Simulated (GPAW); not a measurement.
**BP (F-43m): refractive index against wavelength**

The refractive index of BP (F-43m) below the direct gap (3.38 eV on the mesh) is read from one computed spectrum, n = √(Re ε).

It takes space group F-43m (No. 216, cubic). The conventional cell has a = 4.538 Å, b = 4.538 Å, c = 4.538 Å, α = 90.00°, β = 90.00°, γ = 90.00°. P on site c has 4 B at 1.97 Å as nearest neighbours. Around B on site a lie 4 P at 1.97 Å.

Method: GPAW 26.7.0, LDA, RPA, k-mesh 13×13×13, local fields up to 50 eV, Lorentzian half width 0.15 eV.

Launch of the response step: `OMP_NUM_THREADS=1 python df.py`. The run took 29 s, its band step included, on 1 thread of Arm Neoverse V2, on a shared host.

```
wavelength (nm)  photon energy E (eV)       n
           1550                 0.800  3.0414
           1310                 0.946  3.0519
           1064                 1.165  3.0715
            850                 1.459  3.1053
            700                 1.771  3.1526
            633                 1.959       ?
            532                 2.331  3.2752
```

In the single-oscillator model n² − 1 = E₀E_d/(E₀² − E²), so 1/(n² − 1) = E₀/E_d − E²/(E₀E_d) is linear in E².

Working, on the rows shown:

| x = E² (eV²) | y = 1/(n² − 1) |
| --- | --- |
| 0.639837 | 0.12121 |
| 0.895757 | 0.120278 |
| 1.35784 | 0.118566 |
| 2.12762 | 0.115702 |
| 3.13716 | 0.111871 |
| 5.43137 | 0.102807 |

Means: x̄ = 2.2649, ȳ = 0.11507. Σ(x − x̄)(y − ȳ) = -0.06199, Σ(x − x̄)² = 16.14. Slope = -0.06199 / 16.14 = -0.00384; intercept = ȳ − slope · x̄ = 0.12377. Turned back into n, the line misses the rows shown by at most 0.0019.

Question: What does the fit predict for the withheld row, and how well does it do?

Answer: At x = 3.8364 the line gives y = 0.10904, that is 3.1892. The run gave 3.1875, so the interpolation is off by 0.0017, 0.7 % of the range in the table.

Refitted with all rows, the slope is -0.00383 and the intercept 0.12376. These give E₀ = √(intercept/−slope) = 5.68 eV and E_d = E₀/intercept = 45.9 eV; E₀ is 1.7 times the direct gap. The electronic limit at long wavelengths, without lattice vibrations, is n = √(1 + 1/intercept) = 3.013. Excitons are left out; LDA gaps are as a rule too small. The values come from a sum over the points of one k-mesh and carry its error, which grows as the direct gap shrinks. The local-field cutoff holds few shells of reciprocal vectors for this small cell, so ε∞ can read a few per cent high.

[Logs are printed without paths, hosts, clocks, repeated set-up lines and the standing remarks that a program may print on its own settings, such as how far it seeks lower states.]
